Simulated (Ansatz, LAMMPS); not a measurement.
# Elastic response of glassy 67P2O5-20BaO-13Al2O3 (mol %) (86 atoms), part 3 of 4

How stiff is glassy 67P2O5-20BaO-13Al2O3 (mol %) (86 atoms), and how do its levels respond to strain?

Ansatz 0.2.0; Kohn-Sham DFT, PBEsol, PAW (set soft_1), plane waves.

The cell: 20 P, 3 Ba, 4 Al and 59 O. The quench rate of 20 K/ps is orders of magnitude faster than experiment. The network of bonds at the start is that of the classical potential that made the cell. Only the Γ point is sampled. No spin–orbit coupling is included.

So far. Step 2 (Single point at the start): The r.m.s. force at the start is 1.2 eV/Å. Step 3 (Cell and atoms relaxed): The relaxation converged after 44 steps, with a largest force component of 0.043 eV/Å.

**5. Volume -3 %**

The relaxed cell is scaled evenly and the atoms are relaxed again; the stress at the end gives one point of P(V).

File input.yaml:

```yaml
crystal:
  lattice:
    - [10.55393, -0.28231, -0.53603]
    - [-0.28231, 11.03067, 0.27351]
    - [-0.53603, 0.27351, 10.39055]
  atoms:
    [... the 86 atom lines of step 4 ...]
kpoints:
  mp_grid: { grid: [1, 1, 1] }
hamiltonian:
  xc: pbesol
  pseudopotentials: { kind: paw, azcp: { folder: soft_1 }, xc_functional: pbe }
scf:
  occupations: { method: fermi_dirac, width: 0.05 }
output:
  forces: true
  eigenvalues: true
  stress: true
relax:
  f_tol: 0.05
  max_steps: 70
```

Command:

```
ansatz run input.yaml --threads 4 --pin off --max-ram 8192MiB --backend cpu --events-out ev --progress --plain --runs-dir out
```

Numbers of over 12 decimals in the logs are rounded to 6 here.

The program printed:

```text
Warning: output.stress: scf.convergence.dr2_threshold = 1e-7 eV (the SCF's general default) is looser than the 8.6e-9 eV advised for a printed stress (1e-10 eV for each atom of the cell: 86). What an SCF threshold leaves in a stress goes as its square root, and in the free energy as the threshold itself, and one threshold admits the most on a small cell: [...]
[...]
Crystal: 86 atoms, lattice volume = 1204.932 Å³
Basis set: ecut = 420 eV, 23547 PW (Γ), exchange–correlation on 144×150×144 points (8 copies of the dense FFT grid, shifted against one another)
Bands: 334, of which v1, the nominal top of the filled ones, is band 248 counted from 1 (247 counted from 0)
Symmetry: 1 space group operations
[...]
k-points: 1
[...]
SCF iter   1: F=—  HF=-67681.498337 eV  |F-HF|=—  |Δ(HF+E_count)|=         —  Δρ=1.08e-1  dr2=1.66e2  ethr=3.10e-3  ⟨swp⟩=11.0  Hψ=2305  notcnv=0  defer=53
[...]
SCF iter   9: F=—  HF=-67628.636895 eV  |F-HF|=—  |Δ(HF+E_count)|=   4.54e-4  Δρ=1.13e-4  dr2=1.29e-4  ethr=6.55e-8  ⟨swp⟩=3.0  Hψ=499  notcnv=0  defer=79
SCF iter  10: F=-67628.636900 eV  HF=-67628.636894 eV  |F-HF|=6.52e-6  |Δ(HF+E_count)|=   1.77e-6  Δρ=2.40e-5  dr2=8.67e-6  ethr=1.26e-8  ⟨swp⟩=28.0  Hψ=3027  notcnv=0
SCF 1 converged in 10 iterations: F = -67628.636900 eV  dr2 = 8.67e-6
[...]
relax step   1: F+E_penalty+E_count = -67628.63690017 eV  Δ(F+E_penalty+E_count) = +0.000e0 eV  max|allowed force component| = 1.032e0 eV/Å  Δτ_max = 0.0000 Å  (10 SCF iters, dr2 threshold 6.25e-5 eV, accepted)
[...]
relax step   2: F+E_penalty+E_count = -67628.92284153 eV  Δ(F+E_penalty+E_count) = -2.859e-1 eV  max|allowed force component| = 5.048e-1 eV/Å  Δτ_max = 0.0819 Å  (6 SCF iters, dr2 threshold 6.65e-5 eV, accepted)
[...]
relax step   3: F+E_penalty+E_count = -67629.05527990 eV  Δ(F+E_penalty+E_count) = -1.324e-1 eV  max|allowed force component| = 2.851e-1 eV/Å  Δτ_max = 0.0740 Å  (7 SCF iters, dr2 threshold 1.59e-5 eV, accepted)
relax step   4: F+E_penalty+E_count = -67629.07871503 eV  Δ(F+E_penalty+E_count) = -2.344e-2 eV  max|allowed force component| = 1.459e-1 eV/Å  Δτ_max = 0.0518 Å  (5 SCF iters, dr2 threshold 1.95e-5 eV, accepted)
relax step   5: F+E_penalty+E_count = -67629.07527402 eV  Δ(F+E_penalty+E_count) = +3.441e-3 eV  max|allowed force component| = 2.149e-1 eV/Å  Δτ_max = 0.1041 Å  (7 SCF iters, dr2 threshold 5.58e-6 eV, rejected (line search))
relax step   6: F+E_penalty+E_count = -67629.09570233 eV  Δ(F+E_penalty+E_count) = -1.699e-2 eV  max|allowed force component| = 7.093e-2 eV/Å  Δτ_max = 0.0391 Å  (9 SCF iters, accepted)
relax step   7: F+E_penalty+E_count = -67629.07606030 eV  Δ(F+E_penalty+E_count) = +1.964e-2 eV  max|allowed force component| = 1.763e-1 eV/Å  Δτ_max = 0.1000 Å  (9 SCF iters, rejected (line search))
[...]
relax step   8: F+E_penalty+E_count = -67629.10128463 eV  Δ(F+E_penalty+E_count) = -5.582e-3 eV  max|allowed force component| = 2.936e-2 eV/Å  Δτ_max = 0.0331 Å  (9 SCF iters, accepted)
SCF converged after 9 iterations
Free energy (F): -67629.101285 eV
[...]
Internal energy: -67629.101285 eV  (E = F + TS)
E sigma→0 (E₀):  -67629.101285 eV
Fermi energy:    5.497289 eV
[...]
Σ components = -67629.101285   (vs F -67629.101285, Δ=0.00e0)
--- Forces (eV/Å), atoms counted from 1 ---
  atom   1  P     -0.02376265    -0.00984792     0.00042929
  atom   2  P     -0.01873186    -0.01745321     0.02364696
  atom   3  P      0.00186393    -0.01628201    -0.01004644
  atom   4  P     -0.00661665    -0.00769954     0.01300428
[...]
atom  86  O      0.00948167     0.00258908     0.00682490
  max |Σ_I F_I| component: 6.74e-5 eV/Å
--- Stress (GPa, compression-positive) ---
        1.116369       0.161690      -0.022162
        0.161690       0.695649       0.041906
       -0.022160       0.041904       0.691730
  P = ⅓ Tr σ = 0.8346 GPa (8.346 kbar)
--- Band table (eV) ---
[...]
--- Relaxed structure (8 steps of the walk, 6 accepted, 0 SCFs on fresh bases) ---
  F+E_penalty+E_count = -67629.10128463 eV   max|allowed force component| = 2.936e-2 eV/Å
  atoms:
    - { symbol: P, position: [0.084414, 0.591713, 0.142986] }
    - { symbol: P, position: [0.831965, 0.111156, 0.781879] }
    - { symbol: P, position: [0.213696, 0.940497, 0.464710] }
    - { symbol: P, position: [0.149554, 0.202982, 0.055063] }
[...]
- { symbol: O, position: [0.928380, 0.074341, 0.695800] }
```

Run time: 2.1 min. Hardware: 4 threads of Arm Neoverse V1, shared host; peak memory 1.5 GiB; 8 min of CPU time.

The program notes that the SCF threshold is loose for the stress.

The relaxation converged after 8 steps, 0.464 eV below its start, with a largest force component of 0.029 eV/Å.

Volume -3 %: the energy stands 0.0948 eV above that of the reference, at a pressure of 0.835 GPa.

**6. Volume +3 %**

The relaxed cell is scaled to another volume.

Input and log are left out; they have the form of those shown for this kind of step.

Elapsed: 2.2 min, on 4 threads of Arm Neoverse V1, shared host; peak memory 1.6 GiB.

The relaxation converged after 8 steps, 0.435 eV below its start, with a largest force component of 0.043 eV/Å.

Volume +3 %: the energy stands 0.0736 eV above that of the reference, at a pressure of -0.643 GPa.

**7. Volume -6 %**

The relaxed cell is scaled to another volume.

input.yaml, the sections that differ from step 5:

```yaml
crystal:
  lattice:
    - [10.44398, -0.27937, -0.53045]
    - [-0.27937, 10.91576, 0.27066]
    - [-0.53045, 0.27066, 10.2823]
  atoms:
    [... the 86 atom lines of step 4 ...]
# kpoints, hamiltonian, scf, output, relax: as in step 5
```

The program printed:

```text
[...]
Crystal: 86 atoms, lattice volume = 1167.664 Å³
Basis set: ecut = 420 eV, 22855 PW (Γ), exchange–correlation on 144×150×144 points (8 copies of the dense FFT grid, shifted against one another)
Bands: 334, of which v1, the nominal top of the filled ones, is band 248 counted from 1 (247 counted from 0)
Symmetry: 1 space group operations
[...]
k-points: 1
[...]
SCF iter   1: F=—  HF=-67681.855712 eV  |F-HF|=—  |Δ(HF+E_count)|=         —  Δρ=1.12e-1  dr2=1.70e2  ethr=3.10e-3  ⟨swp⟩=11.0  Hψ=2308  notcnv=0  defer=64
[...]
SCF iter   9: F=—  HF=-67626.826454 eV  |F-HF|=—  |Δ(HF+E_count)|=   4.08e-4  Δρ=9.78e-5  dr2=9.40e-5  ethr=5.75e-8  ⟨swp⟩=3.0  Hψ=527  notcnv=0  defer=82
SCF iter  10: F=-67626.826462 eV  HF=-67626.826457 eV  |F-HF|=4.89e-6  |Δ(HF+E_count)|=   2.77e-6  Δρ=2.49e-5  dr2=8.21e-6  ethr=1.26e-8  ⟨swp⟩=27.0  Hψ=2959  notcnv=0
SCF 1 converged in 10 iterations: F = -67626.826462 eV  dr2 = 8.21e-6
[...]
relax step   1: F+E_penalty+E_count = -67626.82646201 eV  Δ(F+E_penalty+E_count) = +0.000e0 eV  max|allowed force component| = 2.194e0 eV/Å  Δτ_max = 0.0000 Å  (10 SCF iters, dr2 threshold 6.25e-5 eV, accepted)
[...]
relax step   2: F+E_penalty+E_count = -67628.04397309 eV  Δ(F+E_penalty+E_count) = -1.218e0 eV  max|allowed force component| = 1.041e0 eV/Å  Δτ_max = 0.1616 Å  (6 SCF iters, dr2 threshold 1.00e-4 eV, accepted)
[...]
relax step   3: F+E_penalty+E_count = -67628.59452032 eV  Δ(F+E_penalty+E_count) = -5.505e-1 eV  max|allowed force component| = 5.972e-1 eV/Å  Δτ_max = 0.1527 Å  (6 SCF iters, dr2 threshold 6.77e-5 eV, accepted)
relax step   4: F+E_penalty+E_count = -67628.71657152 eV  Δ(F+E_penalty+E_count) = -1.221e-1 eV  max|allowed force component| = 6.630e-1 eV/Å  Δτ_max = 0.2000 Å  (6 SCF iters, dr2 threshold 8.02e-5 eV, accepted)
relax step   5: F+E_penalty+E_count = -67628.75560850 eV  Δ(F+E_penalty+E_count) = -3.904e-2 eV  max|allowed force component| = 2.716e-1 eV/Å  Δτ_max = 0.0843 Å  (5 SCF iters, dr2 threshold 1.00e-4 eV, accepted)
relax step   6: F+E_penalty+E_count = -67628.74846896 eV  Δ(F+E_penalty+E_count) = +7.140e-3 eV  max|allowed force component| = 3.810e-1 eV/Å  Δτ_max = 0.1133 Å  (7 SCF iters, dr2 threshold 1.24e-5 eV, rejected (line search))
relax step   7: F+E_penalty+E_count = -67628.78379096 eV  Δ(F+E_penalty+E_count) = -2.818e-2 eV  max|allowed force component| = 6.800e-2 eV/Å  Δτ_max = 0.0553 Å  (9 SCF iters, accepted)
relax step   8: F+E_penalty+E_count = -67628.78173251 eV  Δ(F+E_penalty+E_count) = +2.058e-3 eV  max|allowed force component| = 1.161e-1 eV/Å  Δτ_max = 0.1000 Å  (9 SCF iters, rejected (line search))
relax step   9: F+E_penalty+E_count = -67628.79491832 eV  Δ(F+E_penalty+E_count) = -1.113e-2 eV  max|allowed force component| = 6.090e-2 eV/Å  Δτ_max = 0.0485 Å  (9 SCF iters, accepted)
relax step  10: F+E_penalty+E_count = -67628.79608590 eV  Δ(F+E_penalty+E_count) = -1.168e-3 eV  max|allowed force component| = 7.731e-2 eV/Å  Δτ_max = 0.0301 Å  (9 SCF iters, accepted)
relax step  11: F+E_penalty+E_count = -67628.80203278 eV  Δ(F+E_penalty+E_count) = -5.947e-3 eV  max|allowed force component| = 9.724e-2 eV/Å  Δτ_max = 0.0750 Å  (6 SCF iters, dr2 threshold 4.79e-6 eV, accepted)
relax step  12: F+E_penalty+E_count = -67628.80478496 eV  Δ(F+E_penalty+E_count) = -2.752e-3 eV  max|allowed force component| = 7.718e-2 eV/Å  Δτ_max = 0.0227 Å  (5 SCF iters, dr2 threshold 9.46e-6 eV, accepted)
relax step  13: F+E_penalty+E_count = -67628.80113694 eV  Δ(F+E_penalty+E_count) = +3.648e-3 eV  max|allowed force component| = 1.312e-1 eV/Å  Δτ_max = 0.0671 Å  (7 SCF iters, dr2 threshold 3.75e-6 eV, rejected (line search))
[...]
relax step  14: F+E_penalty+E_count = -67628.80715283 eV  Δ(F+E_penalty+E_count) = -2.368e-3 eV  max|allowed force component| = 4.012e-2 eV/Å  Δτ_max = 0.0238 Å  (9 SCF iters, accepted)
SCF converged after 9 iterations
Free energy (F): -67628.807153 eV
[...]
Internal energy: -67628.807153 eV  (E = F + TS)
E sigma→0 (E₀):  -67628.807153 eV
Fermi energy:    5.829752 eV
[...]
Σ components = -67628.807153   (vs F -67628.807153, Δ=0.00e0)
--- Forces (eV/Å), atoms counted from 1 ---
  atom   1  P     -0.00159502     0.00757737     0.00897290
  atom   2  P      0.02031062    -0.00715009    -0.01144080
  atom   3  P     -0.01327821    -0.00518460    -0.04012055
  atom   4  P     -0.00166750    -0.00230645    -0.01227864
[...]
atom  86  O     -0.01435338    -0.00381239     0.00709588
  max |Σ_I F_I| component: 3.75e-5 eV/Å
--- Stress (GPa, compression-positive) ---
        2.392808       0.309333      -0.017222
        0.309332       1.556514       0.134881
       -0.017222       0.134879       1.465474
  P = ⅓ Tr σ = 1.8049 GPa (18.049 kbar)
--- Band table (eV) ---
[...]
--- Relaxed structure (14 steps of the walk, 11 accepted, 0 SCFs on fresh bases) ---
  F+E_penalty+E_count = -67628.80715283 eV   max|allowed force component| = 4.012e-2 eV/Å
  atoms:
    - { symbol: P, position: [0.083992, 0.596869, 0.144287] }
    - { symbol: P, position: [0.832706, 0.113720, 0.781689] }
    - { symbol: P, position: [0.214820, 0.933751, 0.462817] }
    - { symbol: P, position: [0.144607, 0.207968, 0.054621] }
[...]
- { symbol: O, position: [0.932570, 0.076021, 0.697670] }
```

Run time: 3.5 min. Hardware: 4 threads; peak memory 1.5 GiB; 13 min of CPU time.

The relaxation converged after 14 steps, 1.98 eV below its start, with a largest force component of 0.040 eV/Å.

Volume -6 %: the energy stands 0.389 eV above that of the reference, at a pressure of 1.80 GPa.

**8. Volume +6 %**

The relaxed cell is scaled to another volume.

Input and log are left out; they have the form of those shown for this kind of step.

Wall time 5.5 min (4 threads of Arm Neoverse V1, shared host); peak memory 1.6 GiB; 21 min of CPU time.

The relaxation converged after 19 steps, 1.68 eV below its start, with a largest force component of 0.044 eV/Å.

Volume +6 %: the energy stands 0.254 eV above that of the reference, at a pressure of -0.934 GPa.

**9. Volume -10 %**

The relaxed cell is scaled to another volume.

input.yaml, the sections that differ from step 7:

```yaml
crystal:
  lattice:
    - [10.29369, -0.27535, -0.52281]
    - [-0.27535, 10.75868, 0.26676]
    - [-0.52281, 0.26676, 10.13434]
  atoms:
    [... the 86 atom lines of step 4 ...]
# kpoints, hamiltonian, scf, output, relax: as in step 7
```

The program printed:

```text
[...]
Crystal: 86 atoms, lattice volume = 1117.978 Å³
Basis set: ecut = 420 eV, 21813 PW (Γ), exchange–correlation on 144×144×144 points (8 copies of the dense FFT grid, shifted against one another)
Bands: 334, of which v1, the nominal top of the filled ones, is band 248 counted from 1 (247 counted from 0)
Symmetry: 1 space group operations
[...]
k-points: 1
[...]
SCF iter   1: F=—  HF=-67680.471749 eV  |F-HF|=—  |Δ(HF+E_count)|=         —  Δρ=1.19e-1  dr2=1.78e2  ethr=3.10e-3  ⟨swp⟩=12.0  Hψ=2425  notcnv=0  defer=46
[...]
SCF iter   9: F=—  HF=-67622.066082 eV  |F-HF|=—  |Δ(HF+E_count)|=   3.26e-4  Δρ=8.24e-5  dr2=6.35e-5  ethr=4.66e-8  ⟨swp⟩=3.0  Hψ=536  notcnv=0  defer=81
SCF iter  10: F=-67622.066089 eV  HF=-67622.066086 eV  |F-HF|=3.01e-6  |Δ(HF+E_count)|=   4.07e-6  Δρ=2.70e-5  dr2=8.24e-6  ethr=1.26e-8  ⟨swp⟩=28.0  Hψ=3030  notcnv=0
SCF 1 converged in 10 iterations: F = -67622.066089 eV  dr2 = 8.24e-6
[...]
relax step   1: F+E_penalty+E_count = -67622.06608879 eV  Δ(F+E_penalty+E_count) = +0.000e0 eV  max|allowed force component| = 3.970e0 eV/Å  Δτ_max = 0.0000 Å  (10 SCF iters, dr2 threshold 6.25e-5 eV, accepted)
[...]
relax step   2: F+E_penalty+E_count = -67625.56931186 eV  Δ(F+E_penalty+E_count) = -3.503e0 eV  max|allowed force component| = 1.793e0 eV/Å  Δτ_max = 0.1963 Å  (6 SCF iters, dr2 threshold 1.00e-4 eV, accepted)
[...]
relax step   3: F+E_penalty+E_count = -67627.39581126 eV  Δ(F+E_penalty+E_count) = -1.826e0 eV  max|allowed force component| = 1.116e0 eV/Å  Δτ_max = 0.1936 Å  (8 SCF iters, dr2 threshold 1.00e-4 eV, accepted)
relax step   4: F+E_penalty+E_count = -67627.72263879 eV  Δ(F+E_penalty+E_count) = -3.268e-1 eV  max|allowed force component| = 7.209e-1 eV/Å  Δτ_max = 0.2000 Å  (6 SCF iters, dr2 threshold 1.00e-4 eV, accepted)
relax step   5: F+E_penalty+E_count = -67627.82692907 eV  Δ(F+E_penalty+E_count) = -1.043e-1 eV  max|allowed force component| = 5.351e-1 eV/Å  Δτ_max = 0.0639 Å  (5 SCF iters, dr2 threshold 1.00e-4 eV, accepted)
relax step   6: F+E_penalty+E_count = -67627.58987533 eV  Δ(F+E_penalty+E_count) = +2.371e-1 eV  max|allowed force component| = 1.546e0 eV/Å  Δτ_max = 0.2000 Å  (7 SCF iters, dr2 threshold 1.00e-4 eV, rejected (line search))
relax step   7: F+E_penalty+E_count = -67627.91606009 eV  Δ(F+E_penalty+E_count) = -8.913e-2 eV  max|allowed force component| = 1.422e-1 eV/Å  Δτ_max = 0.1000 Å  (11 SCF iters, accepted)
relax step   8: F+E_penalty+E_count = -67627.92217321 eV  Δ(F+E_penalty+E_count) = -6.113e-3 eV  max|allowed force component| = 2.144e-1 eV/Å  Δτ_max = 0.1000 Å  (9 SCF iters, accepted)
relax step   9: F+E_penalty+E_count = -67627.95006989 eV  Δ(F+E_penalty+E_count) = -2.790e-2 eV  max|allowed force component| = 1.714e-1 eV/Å  Δτ_max = 0.1500 Å  (8 SCF iters, dr2 threshold 3.25e-6 eV, accepted)
relax step  10: F+E_penalty+E_count = -67627.96534577 eV  Δ(F+E_penalty+E_count) = -1.528e-2 eV  max|allowed force component| = 8.112e-2 eV/Å  Δτ_max = 0.0401 Å  (6 SCF iters, dr2 threshold 1.88e-5 eV, accepted)
relax step  11: F+E_penalty+E_count = -67627.96586905 eV  Δ(F+E_penalty+E_count) = -5.233e-4 eV  max|allowed force component| = 1.040e-1 eV/Å  Δτ_max = 0.0397 Å  (9 SCF iters, accepted)
relax step  12: F+E_penalty+E_count = -67627.97111218 eV  Δ(F+E_penalty+E_count) = -5.243e-3 eV  max|allowed force component| = 1.179e-1 eV/Å  Δτ_max = 0.0328 Å  (8 SCF iters, accepted)
relax step  13: F+E_penalty+E_count = -67627.95984251 eV  Δ(F+E_penalty+E_count) = +1.127e-2 eV  max|allowed force component| = 1.373e-1 eV/Å  Δτ_max = 0.1252 Å  (7 SCF iters, dr2 threshold 1.39e-5 eV, rejected (line search))
[...]
relax step  14: F+E_penalty+E_count = -67627.97717187 eV  Δ(F+E_penalty+E_count) = -6.060e-3 eV  max|allowed force component| = 4.433e-2 eV/Å  Δτ_max = 0.0462 Å  (9 SCF iters, accepted)
SCF converged after 9 iterations
Free energy (F): -67627.977172 eV
[...]
Internal energy: -67627.977172 eV  (E = F + TS)
E sigma→0 (E₀):  -67627.977172 eV
Fermi energy:    6.315830 eV
[...]
Σ components = -67627.977172   (vs F -67627.977172, Δ=0.00e0)
--- Forces (eV/Å), atoms counted from 1 ---
  atom   1  P      0.03993952    -0.01335048     0.02323796
  atom   2  P      0.00239572    -0.01152091     0.01625165
  atom   3  P     -0.00124048     0.00810801     0.01494393
  atom   4  P     -0.02128250     0.00966990    -0.01543540
[...]
atom  86  O     -0.00222764     0.01035140    -0.00698457
  max |Σ_I F_I| component: 6.29e-5 eV/Å
--- Stress (GPa, compression-positive) ---
        4.476511       0.614522      -0.122930
        0.614522       3.044211       0.283236
       -0.122931       0.283234       2.962427
  P = ⅓ Tr σ = 3.4944 GPa (34.944 kbar)
--- Band table (eV) ---
[...]
--- Relaxed structure (14 steps of the walk, 12 accepted, 0 SCFs on fresh bases) ---
  F+E_penalty+E_count = -67627.97717187 eV   max|allowed force component| = 4.433e-2 eV/Å
  atoms:
    - { symbol: P, position: [0.082833, 0.601339, 0.143560] }
    - { symbol: P, position: [0.832987, 0.118272, 0.780669] }
    - { symbol: P, position: [0.216880, 0.925717, 0.458360] }
    - { symbol: P, position: [0.138065, 0.213831, 0.053560] }
[...]
- { symbol: O, position: [0.937312, 0.079131, 0.699653] }
```

The job ended after 3.5 min (4 threads; peak memory 1.4 GiB).

The relaxation converged after 14 steps, 5.91 eV below its start, with a largest force component of 0.044 eV/Å.

Volume -10 %: the energy stands 1.22 eV above that of the reference, at a pressure of 3.49 GPa.

(Part 3 of 4 ends here.)

[Logs are printed without paths, hosts, clocks, repeated set-up lines and the standing remarks that a program may print on its own settings, such as how far it seeks lower states.]

[Hosts, paths, dates, database ids (printed as entryN), source tags and the programs' standing remarks are cut or masked in the printed files.]
